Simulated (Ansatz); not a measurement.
# Starting-point dependence of the GW gap of SrTiO3 (Tausonite), part 2 of 2

Aim: G0W0 for SrTiO3 (Tausonite) on several starting functionals, at one mesh, band count and screening cutoff.

Ansatz 0.2.0; G0W0 on several functionals, plane waves, PAW. Known limits of the many-body steps: not at the basis limit; no spin-orbit coupling; coarse k mesh.

So far. Step 2 (G0W0 on PBEsol): The gap on the mesh goes from 1.81 eV to 3.46 eV, a correction of +1.64 eV. Between the two edge states, bare exchange in place of the xc potential would open the gap by 12.83 eV, and correlation takes back 11.19 eV.

In doubt: masses and optical values from hybrid runs of this build are listed as unsure (step 4), which bears on the screening that GW takes from such a start.

## Step 3: G0W0 on PBE

One-shot GW remembers its start. Another functional's orbitals and levels show by how much.

This step: G0W0 on PBE, plane waves, PAW.

Contents of input.yaml:

```yaml
crystal:
  lattice:
    - [3.90528, 0.0, 0.0]
    - [0.0, 3.90528, 0.0]
    - [0.0, 0.0, 3.90528]
  atoms:
    - { symbol: Sr, position: [0.5, 0.5, 0.5] }
    - { symbol: Ti, position: [0.0, 0.0, 0.0] }
    - { symbol: O, position: [0.5, 0.0, 0.0] }
    - { symbol: O, position: [0.0, 0.5, 0.0] }
    - { symbol: O, position: [0.0, 0.0, 0.5] }
kpoints:
  mp_grid: { grid: [4, 4, 4] }
hamiltonian:
  xc: pbe
scf:
  occupations: { method: fixed }
gw:
  n_empty_bands: 177
  ecut_chi: 120
  qp_bands: [v2, c2]
  qp_kpoints: band_edges
  screening: { model: contour_deformation }
```

The run is started by

```
ansatz run input.yaml --threads 3 --pin off --max-ram 92160MiB --backend cuda --events-out ev --progress --plain --runs-dir out --devices 1 --max-vram 13GiB  # rebuilt from the run's record
```

Numbers of over 12 decimals in the logs are rounded to 6 here.

The log of the run:

```text
GPUs: using 1 of 1 available (devices: 1).
[...]
GPU FFT provider: cuFFT
GPU libraries: cuBLAS 13.8.2, cuFFT 12.4.0, cuSOLVER 12.3.4
Crystal: 5 atoms, lattice volume = 59.560 Å³
Basis set: ecut = 420 eV, 1189 PW (Γ)
Bands: 25, of which v1, the nominal top of the filled ones, is band 20 counted from 1 (19 counted from 0)
Symmetry: 48 space group operations
[...]
k-points: 10 of 64
[...]
GPU buffer pool allocated for 19683 grid points (all kernels)
[...]
SCF iter   1: F=—  HF=-7754.449331 eV  |F-HF|=—  |Δ(HF+E_count)|=         —  Δρ=1.47e-3  dr2=3.12e-4  ethr=1.77e-3  ⟨swp⟩=4.0  Hψ=1098  notcnv=0  defer=22
[...]
SCF iter   6: F=-7754.450213 eV  HF=-7754.450213 eV  |F-HF|=1.75e-9  |Δ(HF+E_count)|=   1.01e-7  Δρ=2.86e-6  dr2=3.93e-9  ethr=2.50e-10  ⟨swp⟩=8.2  Hψ=958  notcnv=0
SCF 1 converged in 6 iterations: F = -7754.450213 eV  dr2 = 3.93e-9
[...]
NSCF: frozen V_eff on 10 k-points, pencils in batches of 32, up to order 100
[...]
NSCF: frozen V_eff on 10 k-points
G₀W₀ screening: q 1/10
[... further progress lines ...]
SCF converged after 6 iterations
Free energy (F): -7754.450213 eV
[...]
Internal energy: -7754.450213 eV  (E = F + TS)
E sigma→0 (E₀):  -7754.450213 eV
Fermi energy:    9.995895 eV
[...]
--- Band table (eV; the first three rows and the last of 10) ---
  k-point 0: bands = [... 16 lower, 8.8230, 9.6503, 9.6503, 9.6503, 11.8636, 11.8636, 11.8636, 14.3193, ... 1 higher]
  k-point 1: bands = [... 16 lower, 8.3325, 8.3900, 9.4083, 9.4083, 11.9439, 12.9207, 12.9207, 14.3283, ... 1 higher]
  k-point 2: bands = [... 16 lower, 7.6457, 8.0230, 9.2742, 9.2742, 12.0282, 13.7842, 13.7842, 14.3337, ... 1 higher]
  k-point 9: bands = [... 16 lower, 6.2707, 9.9959, 9.9959, 9.9959, 14.4648, 14.4648, 14.4648, 16.9699, ... 1 higher]
[...]
0    19      9.6503   -26.3864     4.5859   -21.5086  0.7270     9.3568     9.3585  root
     0    20      9.6503   -26.3864     4.5859   -21.5086  0.7270     9.3568     9.3585  root
     0    21     11.8636   -12.6230    -6.4534   -20.3002  0.7382    13.1206    13.0873  root
     0    22     11.8636   -12.6230    -6.4534   -20.3002  0.7382    13.1206    13.0873  root
     1    19      9.4083   -26.1307     4.5693   -21.2539  0.7250     9.0989     9.1008  root
     1    20      9.4083   -26.1307     4.5693   -21.2539  0.7250     9.0989     9.1008  root
     1    21     11.9439   -12.7727    -6.5650   -20.5831  0.7351    13.2248    13.1893  root
     1    22     12.9207   -14.2160    -6.4194   -21.8811  0.7153    14.2080    14.1663  root
[...]
9    19      9.9959   -26.0786     4.7737   -21.0126  0.7186     9.7019     9.7037  root
     9    20      9.9959   -26.0786     4.7737   -21.0126  0.7186     9.7019     9.7037  root
     9    21     14.4648   -14.5075    -7.9798   -23.8017  0.6694    15.8531    15.7791  root
     9    22     14.4648   -14.5075    -7.9798   -23.8017  0.6694    15.8531    15.7791  root
```

Wall time 10 s (1 × NVIDIA H100 80GB HBM3 (shared by 6 runs) with 3 threads of AMD EPYC 7R13 (Zen 3), shared host); peak memory 1.1 GiB; 11 s of CPU time.

Numbers from this step:

```yaml
bands_summed: 197
rpa_eps_infinity_on_this_mesh_eigenvalues: 6.546, 6.546, 6.546
plane_waves_in_the_screening_matrix: 179
q_points_in_the_mesh: 64
g0w0_gap_on_the_mesh: 3.384 eV
k_of_the_valence_top: -0.5, -0.5, -0.5
k_of_the_conduction_bottom: 0, 0, 0
starting_gap_on_the_mesh: 1.868 eV
z_at_the_valence_top: 0.7186
z_at_the_conduction_bottom: 0.7382
least_direct_g0w0_gap_on_the_computed_points: 3.729 eV
```

Against the run with 4×4×4 mesh, 177 empty bands, screening to 120 eV on PBEsol, the gap moves by −0.07 eV, while the start moved by +0.05 eV.

## Step 4: G0W0 on HSE06

This step: G0W0 on HSE06, plane waves, PAW.

input.yaml, as its differences from that of step 3:

```diff
@@ -14,3 +14,3 @@
 hamiltonian:
-  xc: pbe
+  xc: hse06
 scf:
```

The log of the run:

```text
GPUs: using 1 of 1 available (devices: 1).
[...]
davidson cushion auto → on  (no smearing: the cushion is to keep the highest requested band from converging to the state above it; pin scf.eigensolver.cushion to override)
[...]
GPU FFT provider: cuFFT
GPU libraries: cuBLAS 13.8.2, cuFFT 12.4.0, cuSOLVER 12.3.4
Crystal: 5 atoms, lattice volume = 59.560 Å³
Basis set: ecut = 420 eV, 1189 PW (Γ)
[...]
1    21     12.3853   -12.1539    -6.0540   -18.9194  0.7781    13.1030    13.0968  root
     1    22     13.4217   -13.4243    -6.0146   -20.1891  0.7626    14.1798    14.1719  root
[...]
9    19      8.9707   -26.1396     4.3414   -22.1145  0.7650     9.2859     9.2871  root
     9    20      8.9707   -26.1396     4.3414   -22.1145  0.7650     9.2859     9.2871  root
     9    21     15.2307   -14.0248    -7.1957   -21.9253  0.7237    15.9459    15.9354  root
     9    22     15.2307   -14.0248    -7.1957   -21.9253  0.7237    15.9459    15.9354  root
[key lines of the parts left out:]
Free energy (F): -7756.183198 eV
Fermi energy:    8.970725 eV
```

It took 23 s on 1 × NVIDIA H100 80GB HBM3 (shared by 6 runs) with 3 threads; peak memory 1.3 GiB.

Numbers from this step:

```
bands summed                                 : 197
RPA ε∞ on this mesh (eigenvalues)            : 4.566, 4.566, 4.566
plane waves in the screening matrix          : 179
G0W0 gap on the mesh                         : 3.711 eV
k of the valence top                         : -0.5, -0.5, -0.5
k of the conduction bottom                   : 0, 0, 0
starting gap on the mesh                     : 3.325 eV
least direct G0W0 gap on the computed points : 4.102 eV
```

Against the run with 4×4×4 mesh, 177 empty bands, screening to 120 eV on PBE, the gap moves by +0.33 eV, while the start moved by +1.46 eV.

## Step 5: Side by side

All on the 4×4×4 mesh with 177 empty bands and screening to 120 eV. Times are wall times on 1 × NVIDIA H100 80GB HBM3 (shared by 6 runs) with 3 threads of AMD EPYC 7R13 (Zen 3), shared host, good to a factor of about two.

```
 start  starting gap (eV)  shift (eV)  G0W0 gap (eV)  RPA ε∞ (harmonic mean)  Z (valence, conduction)   time
PBEsol               1.81       +1.64           3.46                    6.71               0.72, 0.74  9.4 s
   PBE               1.87       +1.52           3.38                    6.55               0.72, 0.74   10 s
 HSE06               3.32       +0.39           3.71                    4.57               0.76, 0.78   23 s
```

How the two edges are built up, in eV (the quasiparticle level is the starting level plus Σx plus Σc less Vxc):

```
   run               edge  start      Σx     Σc     Vxc     Z     QP
PBEsol        valence top   9.86  -25.97   4.75  -20.89  0.72   9.52
PBEsol  conduction bottom  11.67  -12.56  -6.44  -20.31  0.74  12.97
   PBE        valence top  10.00  -26.08   4.77  -21.01  0.72   9.70
   PBE  conduction bottom  11.86  -12.62  -6.45  -20.30  0.74  13.09
 HSE06        valence top   8.97  -26.14   4.34  -22.11  0.77   9.29
 HSE06  conduction bottom  12.30  -12.00  -5.96  -18.66  0.78  13.00
```

For a hybrid start, Vxc holds its share of exact exchange.

## Step 6: Outcome

```yaml
g0w0_pbesol: 3.46 eV (start 1.81 eV)
g0w0_pbe: 3.38 eV (start 1.87 eV)
g0w0_hse06: 3.71 eV (start 3.32 eV)
known_limits: not at the basis limit; no spin-orbit coupling; coarse k mesh
```

In words: The starting gaps span 1.51 eV and the G0W0 gaps 0.33 eV. Between PBEsol and HSE06, 0.26 eV of the 1.51 eV survives, 17 %. The order is not kept throughout: PBE starts 0.05 eV above PBEsol and ends 0.07 eV below it, so orbitals matter beside the gap. HSE06 screens less than PBEsol (ε∞ 4.57 against 6.71). Of the 0.26 eV by which its G0W0 gap is higher, the correlation part gives +0.89 eV, and exchange with the one-particle terms, which follow the orbitals, −0.63 eV. The smallest correction, +0.39 eV, is on HSE06, the start nearest to reproducing itself. Bands and cutoff are finite, so the gap is not at the basis limit. The miss can reach some tenths of an eV and take either sign; the mesh is an error of its own. The 4×4×4 mesh is coarse for this cell (its supercell is 16 Å along the shortest edge). The RPA ε∞ on it, from the PBEsol start, is 6.71; such meshes misread the long-range screening, most where the gap is narrow. This is the ideal cubic cell; many perovskites, halides above all, are cubic only on average, and local tilts or off-centring can widen the gap. The many-body steps are scalar-relativistic: spin-orbit coupling is not in them.

[Paths, hosts, dates, memory and timing lines, banners, echoed tables and standing remarks are left out of the program output.]

[Logs are printed without paths, hosts, clocks, repeated set-up lines and the standing remarks that a program may print on its own settings, such as how far it seeks lower states.]

[Runs of the session that timed out or met a known fault of the program may be left out.]

[Cells called generated may have been cut or substituted from an entry of the Crystallography Open Database or the Materials Project.]

[Hosts, paths, dates, database ids (printed as entryN), source tags and the programs' standing remarks are cut or masked in the printed files.]
